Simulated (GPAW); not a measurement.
# SnO (honeycomb monolayer): G0W0 with GPAW, start to end, part 2 of 2

How does a plane-wave GW calculation on SnO (honeycomb monolayer) run from the first input to the gap?

GPAW 26.7.0; LDA and many-body steps on it, plane waves. Known limits of the many-body steps: not at the basis limit; no spin-orbit coupling.

So far. Step 3 (Ground state): The gap is indirect, with the least direct gap 0.57 eV higher. Step 4 (Empty states on the mesh, 12×12×1 mesh, 177 bands): On this mesh the gap is 1.476 eV.

## (5) Screening and self-energy, 12×12×1 mesh, 77 bands, screening to 48 eV

G0W0 replaces the xc potential by the self-energy, built once from these orbitals. Only a window of levels is corrected, while the sums run over the empty bands that the input names.

This step: G0W0 on LDA, plane waves, PAW.

run.py reads:

```python
import json
import numpy as np
from gpaw.mpi import world
from gpaw.response.g0w0 import G0W0

gw = G0W0('full.gpw',
    filename='gw',
    kpts=[0, 9, 18],
    bands=(8, 12),
    ecut=48,
    nbands=77,
    truncation='2D',
    integrate_gamma='sphere',
    q0_correction=True,
    frequencies={'type': 'nonlinear', 'domega0': 0.15, 'omega2': 15.0},
    eta=0.1,
    nblocksmax=True)
gw.calculate()
res = {mode: {k: v for k, v in r.items() if k != 'sigma_eskwn'}
       for mode, r in gw.all_results.items()}

if world.rank == 0:
    with open('result.json', 'w') as f:
        json.dump(res, f, default=lambda x: x.tolist())
```

On the command line:

```console
mpirun -n 4 gpaw python run.py
```

Numbers of over 12 decimals in the logs are rounded to 6 here.

The log of the run:

```text
Using integrator: PointIntegrator
NonLinearFrequencyDescriptor(from 0.000 to 67.346 eV, 158 points)
Nonperiodic BCs:  [False False  True]
Using integrator: PointIntegrator
NonLinearFrequencyDescriptor(from 0.000 to 67.346 eV, 158 points)
Nonperiodic BCs:  [False False  True]
Applying analytical 2D correction to W:
    Evaluating Gamma point contribution to W on a 11x11x1 grid
  ___  _ _ _
 |   || | | |
 | | || | | |
 |__ ||_____|
 |___|

BZ k-points: Symmetries present (total): 6

  [... matrices ...]
144 k-points: 12 x 12 x 1 Monkhorst-Pack grid + [1/24,1/24,0.000000]
19 k-points in the irreducible part of the Brillouin zone
       k-points in crystal coordinates                weights
   0:    -0.00000000   -0.00000000    0.00000000          1/144
   1:     0.08333333   -0.00000000    0.00000000          6/144
   2:     0.16666667   -0.08333333    0.00000000          6/144
   3:     0.16666667   -0.00000000    0.00000000          6/144
   4:     0.25000000   -0.08333333    0.00000000         12/144
   5:     0.25000000   -0.00000000    0.00000000          6/144
   6:     0.33333333   -0.16666667    0.00000000          6/144
   7:     0.33333333   -0.08333333    0.00000000         12/144
   8:     0.33333333   -0.00000000    0.00000000          6/144
   9:     0.33333333    0.33333333    0.00000000          2/144
          ...
  18:     0.50000000    0.50000000    0.00000000          3/144

Distributing spins, k-points and bands (1 x 3 x 4) over 1 process
Number of blocks: 4

Quasi particle states:
k-points (IBZ indices): [0, 9, 18]
Band range: (8, 12)
  [... matrices ...]
Computational parameters:
Plane wave cut-off: 48 eV
Number of bands: 77
Coulomb cutoff: 2D
Broadening: 0.1 eV

fxc modes: GW
Kernel: RPA
Using full-frequency real axis integration
Summing all q:

Calculating screened Coulomb potential
2D Coulomb truncation
NonLinearFrequencyDescriptor(from 0.000 to 67.346 eV, 158 points)
Removing empty qpoint cache files...

Calculating chi0 body with:
    Ground state adapter containing:
    Number of spins: 1
    Number of kpoints: 144
    Number of irreducible kpoints: 19
    Number of completely occupied states: 10
    Number of partially occupied states: 10
    Occupied states memory: 4.2724609375 M / cpu

    Linear response parametrization:
    q_c: [-2.0816681711721685e-17, -2.0816681711721685e-17, 0.0]
    Number of frequency points: 158
    Planewave cutoff: 48.0
    Number of bands: 77
    Number of planewaves: 67
    Broadening (eta): 0.1
    comm.size: 4
    kncomm.size: 1
    blockcomm.size: 4

    Memory estimate of potentially large arrays:
        chi0_wGG: 2.705620 M / cpu
Integrating chi0 body.

Symmetries of q_c:
    Direct symmetries (Uq -> q): 6
    Indirect symmetries (TUq -> q): 6
In total 12 allowed symmetries.

  [... matrices ...]
19 groups of equivalent kpoints. 86.805556% reduction.

Integral kind: spectral function
Integrating chi0 head and wings.

Symmetries of q_c:
    Direct symmetries (Uq -> q): 6
    Indirect symmetries (TUq -> q): 6
In total 12 allowed symmetries.

  [... matrices ...]
19 groups of equivalent kpoints. 86.805556% reduction.

Integral kind: spectral function wings

Calculating chi0 body with:
    Ground state adapter containing:
    Number of spins: 1
    Number of kpoints: 144
    Number of irreducible kpoints: 19
    Number of completely occupied states: 10
    Number of partially occupied states: 10
[... the further q-points ...]

Results:
f:      Occupation numbers
eps:     KS-eigenvalues [eV]
vxc:     KS vxc [eV]
exx:     Exact exchange [eV]
sigma:   Self-energies [eV]
dsigma:  Self-energy derivatives
Z:       Renormalization factors
qp:      QP-energies [eV]

k-point 0 (0): (-0.000, -0.000, 0.000)                GW
band       f     eps     vxc     exx   sigma  dsigma       Z      qp
                                                                   GW
   8   1.000  -4.907 -21.064 -25.748   4.437  -0.471   0.680  -5.075
   9   1.000  -3.806 -17.593 -22.013   3.920  -0.520   0.658  -4.136
  10   0.000  -0.458 -11.437  -7.220  -2.734  -0.288   0.776   0.694
  11   0.000   3.251  -3.472  -1.614  -1.508  -0.192   0.839   3.544

k-point 1 (9): (0.333, 0.333, 0.000)                GW
band       f     eps     vxc     exx   sigma  dsigma       Z      qp
                                                                   GW
   8   1.000  -5.520 -18.810 -24.321   4.986  -0.518   0.659  -5.866
   9   1.000  -2.119 -16.275 -17.679   1.314  -0.364   0.733  -2.185
  10   0.000   0.223 -14.731 -10.929  -2.146  -0.363   0.734   1.438
  11   0.000   1.889 -13.635  -9.186  -2.827  -0.434   0.697   3.020

k-point 2 (18): (0.500, 0.500, 0.000)                GW
band       f     eps     vxc     exx   sigma  dsigma       Z      qp
                                                                   GW
   8   1.000  -5.786 -19.818 -24.639   4.464  -0.459   0.685  -6.030
   9   1.000  -2.685 -15.845 -17.825   1.737  -0.411   0.709  -2.857
  10   0.000  -0.643 -14.657 -11.396  -1.694  -0.344   0.744   0.523
  11   0.000   3.677 -13.822  -8.339  -3.376  -0.363   0.734   5.223
```

Wall time 3.6 min (4 MPI ranks of Arm Neoverse V1, shared host); peak memory 2.4 GiB; 14 min of CPU time.

This step gave:

```
G0W0 gap on the points computed              : 2.708 eV
least direct G0W0 gap on the computed points : 3.380 eV
Z at the valence top                         : 0.7334
Z at the conduction bottom                   : 0.7439
starting gap on the mesh                     : 1.476 eV
k of the valence top                         : 0.3333, 0.3333, 0
k of the conduction bottom                   : 0.5, 0.5, 0
```

The gap on the mesh goes from 1.48 eV to 2.71 eV, a correction of +1.23 eV.

Limits: finite bands, cutoff and mesh; no spin-orbit coupling. v1 is the top filled band, c1 the lowest empty one. Levels before and after the correction, in eV, zero at the valence-band top of each column:

```csv
,conduction bottom,valence top
Kohn-Sham,1.48,0.00
G0W0,2.71,0.00
```

```
                        level  energy (eV)
Kohn-Sham  (0.333 0.333 0) v2       -3.401
Kohn-Sham  (0.333 0.333 0) v1        0.000
Kohn-Sham  (0.333 0.333 0) c1        2.342
Kohn-Sham  (0.333 0.333 0) c2        4.008
Kohn-Sham      (0.5 0.5 0) v2       -3.667
Kohn-Sham      (0.5 0.5 0) v1       -0.566
Kohn-Sham      (0.5 0.5 0) c1        1.476
Kohn-Sham      (0.5 0.5 0) c2        5.796
     G0W0  (0.333 0.333 0) v2       -3.681
     G0W0  (0.333 0.333 0) v1        0.000
     G0W0  (0.333 0.333 0) c1        3.624
     G0W0  (0.333 0.333 0) c2        5.205
     G0W0      (0.5 0.5 0) v2       -3.845
     G0W0      (0.5 0.5 0) v1       -0.672
     G0W0      (0.5 0.5 0) c1        2.708
     G0W0      (0.5 0.5 0) c2        7.408
```

## (6) Where the time went

Times are wall times on 4 MPI ranks of Arm Neoverse V1, shared host, good to a factor of about two.

```csv
step,time,share,memory (GiB)
relaxation,43 s,11 %,0.91
ground state,7.9 s,2 %,0.71
empty states on the mesh,1.9 min,30 %,1.1
screening and self-energy,3.6 min,57 %,2.4
```

## (7) Results

| Property | Result |
| --- | --- |
| LDA gap | 1.48 eV, indirect |
| G0W0 gap on the mesh | 2.71 eV |
| GW settings | 12×12×1 mesh, 77 bands, screening to 48 eV, full frequency, Hilbert transform |
| known limits | not at the basis limit; no spin-orbit coupling |

What this shows: G0W0 moves the gap on the mesh from 1.48 eV to 2.71 eV (+1.23 eV), with Z of 0.73 and 0.74 at the edges. Only 3 of the mesh's irreducible points were corrected, so a valley elsewhere could overtake. The dearest step here is «screening and self-energy». Bands and cutoff are finite, so the gap is not at the basis limit. The miss can reach some tenths of an eV and take either sign; the mesh is an error of its own. These stock PAW sets were not made for GW. In the G0W0 run levels were corrected at 3 k points alone, so a gap called «on the mesh» is the least over those, and an edge elsewhere would be missed. The many-body steps are scalar-relativistic: spin-orbit coupling is not in them.

[Paths, hosts, dates, memory and timing lines, banners, echoed tables and standing remarks are left out of the program output.]

[Logs are printed without paths, hosts, clocks, repeated set-up lines and the standing remarks that a program may print on its own settings, such as how far it seeks lower states.]

[Runs of the session that timed out or met a known fault of the program may be left out.]

[Hosts, paths, dates, database ids (printed as entryN), source tags and the programs' standing remarks are cut or masked in the printed files.]
